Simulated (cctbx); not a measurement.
# Interatomic vectors of Ni5Bi4PtS4

Space group C2/m (no. 12), a = 10.9600 Å, b = 8.1100 Å, c = 11.6310 Å, α = 90.00°, β = 90.58°, γ = 90.00°, content Bi16 Pt4 Ni20 S16.

The data are simulated with cctbx, not measured: Cu Kα, λ = 1.54184 Å, to d = 0.8 Å, 80 % of the full sphere, strongest reflection 20000 counts, noise from counting, a 4 % proportional error and a noise floor of 15 counts (s.d.); no absorption, some extinction.

Patterson synthesis, origin scaled to 1000:

```text
Patterson group C 1 2/m 1
      u       v       w   height  length (A)
  0.000   0.000   0.000   1000.0     0.00
  0.000   0.500   0.500    892.9     7.09
  0.000   0.500   0.000    836.0     4.05
  0.000   0.000   0.500    744.0     5.82
  0.250   0.000   0.750    657.1     4.02
  0.250   0.000   0.250    565.4     3.98
  0.127   0.250   0.381    430.2     5.05
  0.128   0.250   0.882    423.4     2.83
  0.250   0.000  -0.002    200.5     2.74
  0.250   0.000   0.502    198.7     6.43
  0.123   0.249   0.123    189.8     2.82
  0.123   0.251   0.623    186.3     5.02
 -0.000   0.250   0.250    148.7     3.55
 -0.000   0.000   0.241    146.2     2.80
```

**Question.** Which atom pairs make the peaks, and where is the heaviest atom?

A peak at u stands for all pairs with xi − xj = u, with weight Σ ZiZj against Σ Z² = 154336 at the origin. Peak heights follow these weights only roughly, since form factors, motion and series ripples differ, all vectors within 0.55 Å of a peak are counted as merged into it though the farther ones add only part of their weight, and F(000) is left out, which lowers the whole map:

| u | v | w | shortest length (Å) | height | 1000 ΣZiZj/ΣZ² | pairs in the cell |
| --- | --- | --- | --- | --- | --- | --- |
| 0.000 | 0.500 | 0.500 | 7.09 | 893 | 935 | 16 × Bi–Bi, 8 × Pt–Ni, 16 × Ni–Ni, 16 × S–S |
| 0.000 | 0.500 | 0.000 | 4.05 | 836 | 959 | 16 × Bi–Bi, 4 × Pt–Pt, 12 × Ni–Ni, 16 × S–S |
| 0.000 | 0.000 | 0.500 | 5.82 | 744 | 895 | 16 × Bi–Bi, 8 × Pt–Ni, 8 × Ni–Ni, 16 × S–S |
| 0.250 | 0.000 | 0.750 | 4.02 | 657 | 755 | 16 × Bi–Bi, 8 × Ni–Ni |
| 0.250 | 0.000 | 0.250 | 3.98 | 565 | 714 | 16 × Bi–Bi |
| 0.127 | 0.250 | 0.381 | 5.06 | 430 | 497 | 8 × Bi–Pt, 8 × Bi–Ni, 8 × Ni–Ni |
| 0.128 | 0.250 | 0.882 | 2.83 | 423 | 497 | 8 × Bi–Pt, 8 × Bi–Ni, 8 × Ni–Ni |
| 0.250 | 0.000 | -0.002 | 2.74 | 200 | 395 | 16 × Bi–Ni, 8 × Pt–Ni, 8 × Ni–Ni |
| 0.250 | 0.000 | 0.502 | 6.42 | 199 | 395 | 16 × Bi–Ni, 8 × Pt–Ni, 8 × Ni–Ni |
| 0.123 | 0.249 | 0.123 | 2.81 | 190 | 318 | 16 × Bi–Ni, 4 × Pt–Ni, 4 × Ni–Ni |

The table stops at ten peaks or at a height of 45, below which ripples compete. In the model behind the data Bi, the heaviest element, has 4 independent sites: (0.6204, 0, 0.6082), (0.8754, 0, 0.8872), (0.1229, 0, 0.6261) and (0.3776, 0, 0.8738), up to an allowed shift of origin; the Bi–Bi vectors are differences of these positions and their symmetry mates. Elements of similar Z can't be told apart from the map alone. The whole model:

| atom | mult. | x | y | z | Ueq (Å²) |
| --- | --- | --- | --- | --- | --- |
| Bi1 | 4 | 0.6204 | 0 | 0.6082 | 0.0055 |
| Bi2 | 4 | 0.8754 | 0 | 0.8872 | 0.0051 |
| Bi3 | 4 | 0.1229 | 0 | 0.6261 | 0.0049 |
| Bi4 | 4 | 0.3776 | 0 | 0.8738 | 0.0047 |
| Pt1 | 4 | 1/4 | 3/4 | 1/2 | 0.0047 |
| Ni1 | 4 | 1/4 | 1/4 | 0 | 0.0077 |
| Ni2 | 4 | 0.3781 | 0 | 0.6414 | 0.0083 |
| Ni3 | 4 | 0.1273 | 0 | 0.8530 | 0.0077 |
| Ni4 | 4 | 1/2 | 0.2321 | 0 | 0.0061 |
| Ni5 | 4 | 1/2 | 0.7388 | 1/2 | 0.0066 |
| S1 | 8 | 0.6262 | 0.7249 | 0.3477 | 0.0100 |
| S2 | 8 | 0.3761 | 0.2297 | 0.1497 | 0.0089 |

The model was made for the exercise: a known structure type with other elements put in, its volume estimated, not relaxed; displacement parameters are assumed.

[Logs are printed without paths, hosts, clocks, repeated set-up lines and the standing remarks that a program may print on its own settings, such as how far it seeks lower states.]
